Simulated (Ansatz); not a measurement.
# Tetragonal PbO monolayer in a perpendicular field

Aim: how the tetragonal PbO monolayer screens a field along its normal, and what the field does to its bands. A positive field points along +c.

Program: Ansatz 0.2.0. Level of theory: plane-wave DFT, PBE-D3(BJ), Ansatz PAW. Results are calculated unless marked as measured.

## Step 1: The structure

The cell holds 4 atoms: 2 Pb and 2 O. Cell: a = 4.050 Å, b = 4.050 Å, c = 33.814 Å, α = 90.0°, β = 90.0°, γ = 90.0°. Vacuum lies along c.

## Step 2: Relaxation

The starting cell is a guess, so the in-plane lattice and the atoms are relaxed first, with the slab cut off from its images along the normal.

File input.yaml:

```yaml
crystal:
  lattice:
    - [4.05, 0.0, 0.0]
    - [0.0, 4.05, 0.0]
    - [0.0, 0.0, 33.8142135623]
  atoms:
    - { symbol: Pb, position: [0.5, 0.0, 0.4790884747] }
    - { symbol: O, position: [0.0, 0.0, 0.5] }
    - { symbol: O, position: [0.5, 0.5, 0.5] }
    - { symbol: Pb, position: [0.0, 0.5, 0.5209115253] }
  periodic: [true, true, false]
kpoints:
  mp_grid: { grid: [8, 8, 1] }
hamiltonian:
  xc: pbe
  dispersion: d3bj
scf:
  occupations: { method: fermi_dirac, width: 0.05 }
  convergence: { dr2_threshold: 1.0e-09 }
relax:
  f_tol: 0.004
  max_steps: 90
  cell: {}
output:
  write_potential: true
  write_density: true
  volumetric_format: npy
```

The run is started by

```console
$ ansatz run input.yaml --threads 2 --pin off --max-ram 3072MiB --backend cpu --events-out ev --progress --plain --runs-dir out
```

Numbers of over 12 decimals in the logs are rounded to 6 here.

What it wrote:

```text
Warning: relax.cell: scf.convergence.dr2_threshold = 1e-9 eV is looser than the 3.07020944278e-10 eV advised for a relaxation that steers and ends on the stress (1e-10 eV for each atom of the cell: 4, times the square of relax.cell.stress_2d_tol = 0.05 N/m over 11.4 Å (the atoms' height at the walk's start and 5 Å past either face), 4.381e-2 GPa, over a crystal's default 0.05). What an SCF threshold leaves in a stress goes as its square root, and in the free energy as the threshold itself, and one threshold admits the most on a small cell: [figures from the program's tests cut] Set scf.convergence.dr2_threshold to 3.07020944278e-10 eV or tighter. [rest of the remark cut]
Engine: ansatz 0.2.0, aarch64-unknown-linux-gnu
Pseudopotentials: kind: paw
Pseudopotential: Pb, paw, valence charge 14, recommended cutoff 420 eV (normal), Pb.paw.azcp
Pseudopotential: O, paw, valence charge 6, recommended cutoff 420 eV (normal), O.paw.azcp
Functional definition: PBE
  parameter kappa = 0.804
  parameter beta = 0.066725
  exchange = pbe_x(kappa = kappa, mu = beta*pi^2/3)
  correlation = pbe_c(beta = beta)
Crystal: 4 atoms, lattice volume = 554.638 Å³
Basis set: ecut = 420 eV, 10897 PW (Γ), exchange–correlation on 60×60×480 points (8 copies of the dense FFT grid, shifted against one another)
Bands: 24, of which v1, the nominal top of the filled ones, is band 20 counted from 1 (19 counted from 0)
Symmetry: 16 space group operations
Space group: P4/nmm (ITA 129), of the structure as read, at distance tolerance 8.2e-5 Å
k-points: 15 of 64
Non-local potential: Pb, projectors of the file, l = 0: 2, l = 1: 2, l = 2: 2, l = 3: 2
Non-local potential: O, projectors of the file, l = 0: 2, l = 1: 2, l = 2: 1
PAW form: soft (Blöchl's): semilocal exchange-correlation on the pseudo side does not see the compensation charge
PAW one-centre angular grid: Pb, 590 points (default); XC on 64 Gauss nodes
PAW one-centre angular grid: O, 110 points (default); XC on 64 Gauss nodes
Initial density: superposition of atomic densities (neutral atoms: chi_scale 0, normalization atom), corrected by the library's trained network
Initial wavefunctions: pseudopotential atomic-orbital guess
Functional: x = pbe(κ = 0.804, μ = 0.219515), c = pbe(β = 0.066725)
SCF iter   1: F=—  HF=-24944.185833 eV  |F-HF|=—  |Δ(HF+E_count)|=         —  Δρ=2.34e-3  dr2=1.39e-2  ethr=1.77e-3  ⟨swp⟩=12.5  Hψ=2936  notcnv=0
preconditioner: auto → Resta (q_TF=auto, 1.760 Å⁻¹)  ε∞=1.4  [insulator: Δε(μ)=1.541 eV  Ē_g=15.561 eV  σ=0.050 eV  W_gap=1.00  n_scr=54 (ndim 8)  ℏωp=10.0 eV  f_vac=0.831  D(μ)=0.00/eV (n_scr^D=0)  ε∞_Penn≈1.4  vacuum switching on, ρ_ref=1.8e-2 e/Å³]
SCF iter   2: F=—  HF=-24944.191556 eV  |F-HF|=—  |Δ(HF+E_count)|=   5.72e-3  Δρ=1.12e-3  dr2=3.82e-3  ethr=3.47e-5  ⟨swp⟩=4.1  Hψ=1159  notcnv=0
SCF iter   3: F=—  HF=-24944.194790 eV  |F-HF|=—  |Δ(HF+E_count)|=   3.23e-3  Δρ=9.52e-4  dr2=4.89e-3  ethr=9.54e-6  ⟨swp⟩=3.3  Hψ=877  notcnv=0
SCF iter   4: F=—  HF=-24944.193974 eV  |F-HF|=—  |Δ(HF+E_count)|=   8.16e-4  Δρ=8.20e-5  dr2=3.52e-5  ethr=9.54e-6  ⟨swp⟩=3.3  Hψ=718  notcnv=0
SCF iter   5: F=—  HF=-24944.193950 eV  |F-HF|=—  |Δ(HF+E_count)|=   2.38e-5  Δρ=3.01e-5  dr2=3.53e-6  ethr=8.79e-8  ⟨swp⟩=3.8  Hψ=1004  notcnv=0
SCF iter   6: F=—  HF=-24944.194004 eV  |F-HF|=—  |Δ(HF+E_count)|=   5.44e-5  Δρ=9.24e-6  dr2=5.86e-7  ethr=8.82e-9  ⟨swp⟩=2.5  Hψ=721  notcnv=0
SCF iter   7: F=—  HF=-24944.194004 eV  |F-HF|=—  |Δ(HF+E_count)|=   4.23e-9  Δρ=1.67e-6  dr2=1.25e-8  ethr=1.46e-9  ⟨swp⟩=3.2  Hψ=889  notcnv=0
SCF iter   8: F=—  HF=-24944.194005 eV  |F-HF|=—  |Δ(HF+E_count)|=   5.00e-8  Δρ=5.37e-7  dr2=1.99e-9  ethr=3.13e-11  ⟨swp⟩=3.7  Hψ=940  notcnv=0
SCF iter   9: F=-24944.194005 eV  HF=-24944.194005 eV  |F-HF|=7.64e-11  |Δ(HF+E_count)|=  4.37e-10  Δρ=1.06e-7  dr2=4.29e-11  ethr=2.50e-12  ⟨swp⟩=12.5  Hψ=3074  notcnv=0
SCF 1 converged in 9 iterations: F = -24944.194005 eV  dr2 = 4.29e-11
  greatest PAW one-centre occupation: 0.987 electrons in one spin orbital (limit 2), on the Pb atom at site 3 (counted from 0), in its partial waves of l = 2
relax step   1: F+E_penalty+E_count = -24944.19400450 eV  Δ(F+E_penalty+E_count) = +0.000e0 eV  max|allowed force component| = 6.613e0 eV/Å  Δτ_max = 0.0000 Å  P = +21.281 N/m  Ω = 554.638 Å³  fix = [c, alpha, beta]  reactions: c +0.000 N/m  (9 SCF iters, accepted)
Crystal: 4 atoms, lattice volume = 564.861 Å³
Basis set: ecut = 420 eV, 11049 PW (Γ), exchange–correlation on 60×60×480 points (8 copies of the dense FFT grid, shifted against one another)
Initial density: handed on by an earlier stage of this run
Initial wavefunctions: those handed on with the density
iter 1 solved again at ethr=2.56e-4 eV; its pass at ethr=3.10e-3 eV (dr2=1.02e-1 eV) is discarded
SCF iter   1: F=—  HF=-24946.546836 eV  |F-HF|=—  |Δ(HF+E_count)|=         —  Δρ=5.27e-3  dr2=1.03e-1  ethr=2.56e-4  ⟨swp⟩=2.5  Hψ=3029  notcnv=0
preconditioner: auto → Resta (q_TF=auto, 1.755 Å⁻¹)  ε∞=1.4  [insulator: Δε(μ)=1.735 eV  Ē_g=15.097 eV  σ=0.050 eV  W_gap=1.00  n_scr=54 (ndim 8)  ℏωp=9.9 eV  f_vac=0.823  D(μ)=0.00/eV (n_scr^D=0)  ε∞_Penn≈1.4  vacuum switching on, ρ_ref=1.7e-2 e/Å³]
SCF iter   2: F=—  HF=-24946.532972 eV  |F-HF|=—  |Δ(HF+E_count)|=   1.39e-2  Δρ=2.07e-3  dr2=2.84e-2  ethr=2.56e-4  ⟨swp⟩=3.7  Hψ=771  notcnv=0
SCF iter   3: F=—  HF=-24946.532915 eV  |F-HF|=—  |Δ(HF+E_count)|=   5.78e-5  Δρ=2.09e-3  dr2=1.95e-2  ethr=7.11e-5  ⟨swp⟩=3.8  Hψ=816  notcnv=0
SCF iter   4: F=—  HF=-24946.530458 eV  |F-HF|=—  |Δ(HF+E_count)|=   2.46e-3  Δρ=3.18e-4  dr2=2.48e-4  ethr=4.87e-5  ⟨swp⟩=3.1  Hψ=753  notcnv=0
SCF iter   5: F=—  HF=-24946.530600 eV  |F-HF|=—  |Δ(HF+E_count)|=   1.43e-4  Δρ=6.11e-5  dr2=1.71e-5  ethr=6.21e-7  ⟨swp⟩=3.1  Hψ=855  notcnv=0
SCF iter   6: F=—  HF=-24946.530547 eV  |F-HF|=—  |Δ(HF+E_count)|=   5.38e-5  Δρ=1.55e-5  dr2=7.24e-7  ethr=4.27e-8  ⟨swp⟩=3.2  Hψ=797  notcnv=0
SCF iter   7: F=—  HF=-24946.530594 eV  |F-HF|=—  |Δ(HF+E_count)|=   4.72e-5  Δρ=3.74e-6  dr2=8.56e-8  ethr=1.81e-9  ⟨swp⟩=2.9  Hψ=821  notcnv=0
SCF iter   8: F=—  HF=-24946.530594 eV  |F-HF|=—  |Δ(HF+E_count)|=   1.84e-8  Δρ=7.97e-7  dr2=2.13e-9  ethr=2.14e-10  ⟨swp⟩=2.6  Hψ=756  notcnv=0
SCF iter   9: F=-24946.530594 eV  HF=-24946.530594 eV  |F-HF|=1.16e-10  |Δ(HF+E_count)|=   1.00e-9  Δρ=2.19e-7  dr2=1.40e-10  ethr=2.50e-12  ⟨swp⟩=12.4  Hψ=3218  notcnv=0
SCF 2 converged in 9 iterations: F = -24946.530594 eV  dr2 = 1.40e-10
  greatest PAW one-centre occupation: 0.985 electrons in one spin orbital (limit 2), on the Pb atom at site 3 (counted from 0), in its partial waves of l = 2
[...]
SCF iter   8: F=—  HF=-24947.517740 eV  |F-HF|=—  |Δ(HF+E_count)|=   3.66e-8  Δρ=6.94e-7  dr2=1.60e-9  ethr=1.41e-10  ⟨swp⟩=2.7  Hψ=731  notcnv=0
SCF iter   9: F=-24947.517740 eV  HF=-24947.517740 eV  |F-HF|=2.91e-11  |Δ(HF+E_count)|=   2.45e-9  Δρ=7.74e-8  dr2=2.72e-11  ethr=2.50e-12  ⟨swp⟩=11.3  Hψ=2943  notcnv=0
SCF 3 converged in 9 iterations: F = -24947.517740 eV  dr2 = 2.72e-11
  greatest PAW one-centre occupation: 0.984 electrons in one spin orbital (limit 2), on the Pb atom at site 3 (counted from 0), in its partial waves of l = 2
relax step   3: F+E_penalty+E_count = -24947.51773969 eV  Δ(F+E_penalty+E_count) = -9.871e-1 eV  max|allowed force component| = 1.199e0 eV/Å  Δτ_max = 0.1946 Å  P = +1.239 N/m  Ω = 563.355 Å³  energy of the carried Pulay correction = -2.189e-3 eV  fix = [c, alpha, beta]  reactions: c +0.000 N/m  (9 SCF iters, accepted)
[...]
relax step   4: F+E_penalty+E_count = -24947.62788417 eV  Δ(F+E_penalty+E_count) = -1.101e-1 eV  max|allowed force component| = 3.909e-1 eV/Å  Δτ_max = 0.1376 Å  P = -0.479 N/m  Ω = 542.945 Å³  energy of the carried Pulay correction = +2.990e-3 eV  fix = [c, alpha, beta]  reactions: c +0.000 N/m  (9 SCF iters, accepted)
[...]
relax step   5: F+E_penalty+E_count = -24947.63646867 eV  Δ(F+E_penalty+E_count) = -8.585e-3 eV  max|allowed force component| = 1.362e-2 eV/Å  Δτ_max = 0.0328 Å  P = -0.127 N/m  Ω = 547.502 Å³  energy of the carried Pulay correction = +1.817e-3 eV  fix = [c, alpha, beta]  reactions: c +0.000 N/m  (8 SCF iters, accepted)
[...]
relax step   6: F+E_penalty+E_count = -24947.63739826 eV  Δ(F+E_penalty+E_count) = -9.296e-4 eV  max|allowed force component| = 3.224e-3 eV/Å  Δτ_max = 0.0041 Å  P = -0.040 N/m  Ω = 545.351 Å³  energy of the carried Pulay correction = +2.370e-3 eV  fix = [c, alpha, beta]  reactions: c +0.000 N/m  (7 SCF iters, accepted)
[...]
relax step   7: F+E_penalty+E_count = -24947.63509397 eV  Δ(F+E_penalty+E_count) = +2.304e-3 eV  max|allowed force component| = 3.345e-3 eV/Å  Δτ_max = 0.0000 Å  P = -0.057 N/m  Ω = 545.351 Å³  fix = [c, alpha, beta]  reactions: c +0.000 N/m  stress off target by 5.74e-2 N/m on what of the cell is left free  SCF on the basis re-selected at this cell (its energy is not comparable with the rows above)  (5 SCF iters)
[...]
relax step   8: F+E_penalty+E_count = -24947.63536701 eV  Δ(F+E_penalty+E_count) = -2.730e-4 eV  max|allowed force component| = 1.735e-3 eV/Å  Δτ_max = 0.0008 Å  P = -0.007 N/m  Ω = 544.540 Å³  energy of the carried Pulay correction = +2.262e-4 eV  fix = [c, alpha, beta]  reactions: c +0.000 N/m  (6 SCF iters, accepted)
iter 1 solved again at ethr=4.19e-7 eV; its pass at ethr=3.10e-3 eV (dr2=1.68e-4 eV) is discarded
SCF iter   1: F=—  HF=-24947.635155 eV  |F-HF|=—  |Δ(HF+E_count)|=         —  Δρ=3.78e-6  dr2=2.47e-8  ethr=4.19e-7  ⟨swp⟩=5.2  Hψ=3840  notcnv=0
eigensolver tolerance schedule: the retry pair's looser diagonalisation over-reported the residual by 6793.79 of it (diagonalisation noise at 11.24 of the residual, at the tolerance the schedule requests for it); recorded, not acted on — ethr = c·dr2/N_el stays at c = 1.0e-1
preconditioner: auto → Resta (q_TF=auto, 1.766 Å⁻¹)  ε∞=1.5  [insulator: Δε(μ)=2.593 eV  Ē_g=14.665 eV  σ=0.050 eV  W_gap=1.00  n_scr=54 (ndim 8)  ℏωp=10.1 eV  f_vac=0.807  D(μ)=0.00/eV (n_scr^D=0)  ε∞_Penn≈1.5  vacuum switching on, ρ_ref=1.6e-2 e/Å³]
SCF iter   2: F=—  HF=-24947.635163 eV  |F-HF|=—  |Δ(HF+E_count)|=   7.81e-6  Δρ=2.97e-6  dr2=5.50e-8  ethr=6.17e-11  ⟨swp⟩=5.7  Hψ=1371  notcnv=0
SCF iter   3: F=—  HF=-24947.635163 eV  |F-HF|=—  |Δ(HF+E_count)|=   7.54e-9  Δρ=1.15e-6  dr2=1.17e-9  ethr=6.17e-11  ⟨swp⟩=2.5  Hψ=588  notcnv=0
SCF iter   4: F=-24947.635163 eV  HF=-24947.635163 eV  |F-HF|=6.11e-10  |Δ(HF+E_count)|=   3.11e-9  Δρ=3.11e-7  dr2=6.10e-10  ethr=2.50e-12  ⟨swp⟩=17.1  Hψ=3348  notcnv=0
SCF 9 converged in 4 iterations: F = -24947.635163 eV  dr2 = 6.10e-10
relax step   9: F+E_penalty+E_count = -24947.63516291 eV  Δ(F+E_penalty+E_count) = +2.041e-4 eV  max|allowed force component| = 1.712e-3 eV/Å  Δτ_max = 0.0000 Å  P = -0.009 N/m  Ω = 544.540 Å³  fix = [c, alpha, beta]  reactions: c +0.000 N/m  stress off target by 8.86e-3 N/m on what of the cell is left free  SCF on the basis re-selected at this cell (its energy is not comparable with the rows above)  (4 SCF iters)
basis re-selected at this cell: Δ(F+E_penalty+E_count) = +2.041e-4 eV, ΔP = -0.002 N/m vs the last step (what re-selecting the basis moved, of the pressure what is left beyond the Pulay correction that the steps carried, after the strain that the cell walked since its last selection, with what the two solves' SCF thresholds leave and, on support functions, any second-order correction that the steps lacked; it is no m [...]
WARN: The output density's exchange-correlation potential varies sharply where the density is thin. Do not read a vacuum level from v_tot or v_xc, or from such a field of the output density. On a cell that repeats whose density bears no net charge and no dipole along the vacuum's axis use v_es (v_loc + v_h of the components); under efield.dipole_correction with no amplitude use v_es + v_field, which holds any externa [...]
SCF converged after 4 iterations
Free energy (F): -24947.635163 eV
Harris-Foulkes:  -24947.635163 eV  (|F-HF|=6.11e-10)
Internal energy: -24947.635163 eV  (E = F + TS)
E sigma→0 (E₀):  -24947.635163 eV
Fermi energy:    -3.235998 eV
--- Per-component energies (eV) ---
  E_band       = -603.138926
  E_kinetic    = 925.928275
  E_local      = -67518.355126  (includes V_loc(G=0)·N_el)
  E_nonlocal   = 797.929856
  E_hartree    = 33192.545426
  E_xc         = -587.888614
  E_vxc        = -451.498414  (∫ρ·V_xc dr)
  E_paw        = -21128.331827  (= ΣΔE_a)
  E_vpaw       = -742.239322  (= ΣTr[D̂ρ^β])
  E_aug_tail   = 0.004866  (compensation charges beyond the density's cutoff)
  E_ewald      = 29371.081132
  E_disp       = -0.549152  (pairwise vdW)
  E_smearing   = -0.000000  (= −TS)
  E_closure    = -0.000000  (closes the sum)
  Σ components = -24947.635163   (vs F -24947.635163, Δ=0.00e0)
--- Forces (eV/Å), atoms counted from 1 ---
  atom   1  Pb     0.00000000     0.00000000    -0.00171227
  atom   2  O      0.00000000     0.00000000     0.00000000
  atom   3  O      0.00000000     0.00000000    -0.00000000
  atom   4  Pb     0.00000000     0.00000000     0.00171227
  max |Σ_I F_I| component: 0.00e0 eV/Å
--- 2D stress c σ (N/m, compression-positive) ---
       -0.008864       0.000000       0.000000
        0.000000      -0.008864       0.000000
        0.000000       0.000000       0.000000
  P = ½ c Tr σ = -0.0089 N/m
--- Band table (eV; the first three rows and the last of 15) ---
  k-point 0: bands = [... 16 lower, -5.6523, -5.5661, -5.5661, -4.5717, -1.9788 (-1.9788°), -1.9548 (-1.9548°), -0.0236, 0.0271]
  k-point 1: bands = [... 16 lower, -5.9139, -5.6692, -5.5313, -4.5837, -1.6816 (-1.6816°), -1.6612 (-1.6612°), 0.1370, 0.1480]
  k-point 2: bands = [... 16 lower, -6.2176, -5.9575, -5.6645, -4.6534, -1.0874 (-1.0874°), -0.9893 (-0.9893°), -0.5179, 0.6015]
  k-point 14: bands = [... 16 lower, -5.8419, -5.8419, -4.9554, -4.9554, -1.3664, -1.3664, 0.6482, 0.6482]
  ° read free of the cell's end (the report's vacuum.weakly_bound_levels)
--- Relaxed structure (7 steps of the walk, 7 accepted, 2 SCFs on fresh bases) ---
  F+E_penalty+E_count = -24947.63516291 eV   max|allowed force component| = 1.712e-3 eV/Å   (the final SCF, on the basis selected at the relaxed cell)
  cell:  # Å, volume = 544.5403 Å³
    - [4.012965, 0, 0.0]
    - [0, 4.012965, 0.0]
    - [0.0, 0.0, 33.8142135623]
  atoms:
    - { symbol: Pb, position: [0.5, 0, 0.464322] }
    - { symbol: O, position: [0, 0, 0.5] }
    - { symbol: O, position: [0.5, 0.5, 0.5] }
    - { symbol: Pb, position: [0, 0.5, 0.535678] }
```

It took 71 s on 2 threads of Arm Neoverse V1, shared host; peak memory 0.75 GiB; 2.3 min of CPU time.

Relaxation path:

| step | energy less that of the first step (eV) | largest force component (eV/Å) | volume (Å³) |
| --- | --- | --- | --- |
| 1 | 0.0000 | 6.6134 | 554.64 |
| 2 | -2.3366 | 3.8812 | 564.86 |
| 3 | -3.3237 | 1.1985 | 563.35 |
| 4 | -3.4339 | 0.3909 | 542.95 |
| 5 | -3.4425 | 0.0136 | 547.50 |
| 6 | -3.4434 | 0.0032 | 545.35 |
| 7* | -3.4411 | 0.0033 | 545.35 |
| 8 | -3.4414 | 0.0017 | 544.54 |
| 9* | -3.4412 | 0.0017 | 544.54 |

Relaxation steps marked * repeat the geometry before them on a plane-wave basis chosen anew for their cell, so energy and pressure can jump there.

The run keeps the 16 symmetry operations that it works with, so distortions that break them were not tested.

| cell as run | before | after | change |
| --- | --- | --- | --- |
| a (Å) | 4.050 | 4.013 | -0.9 % |
| b (Å) | 4.050 | 4.013 | -0.9 % |

The atoms that moved most (Å, along periodic axes as changes of fractional coordinates times the final cell, across vacuum about the mean position):

| atom | dx | dy | dz | length |
| --- | --- | --- | --- | --- |
| Pb4 | 0.000 | 0.000 | 0.499 | 0.499 |
| Pb1 | 0.000 | 0.000 | -0.499 | 0.499 |

Final coordinates:

```xyz
4
Lattice="4.0130 0.0000 0.0000 0.0000 4.0130 0.0000 0.0000 0.0000 33.8142" Properties=species:S:1:pos:R:3
Pb    2.0065    0.0000   15.7007
O     0.0000    0.0000   16.9071
O     2.0065    2.0065   16.9071
Pb    0.0000    2.0065   18.1135
```

Numbers from this step:

```
gap on the k-mesh : 2.593 eV
```

The lattice constant a goes from 4.050 to 4.013 Å.

(Part 1 of 2 ends here.)

[Logs are printed without paths, hosts, clocks, repeated set-up lines and the standing remarks that a program may print on its own settings, such as how far it seeks lower states.]

[Hosts, paths, dates, database ids (printed as entryN), source tags and the programs' standing remarks are cut or masked in the printed files.]

[Maps of the electrostatic potential energy from Ansatz leave out the sawtooth potential of an applied field or a dipole correction, so their vacuum need not be flat; planar profiles and work functions include it.]
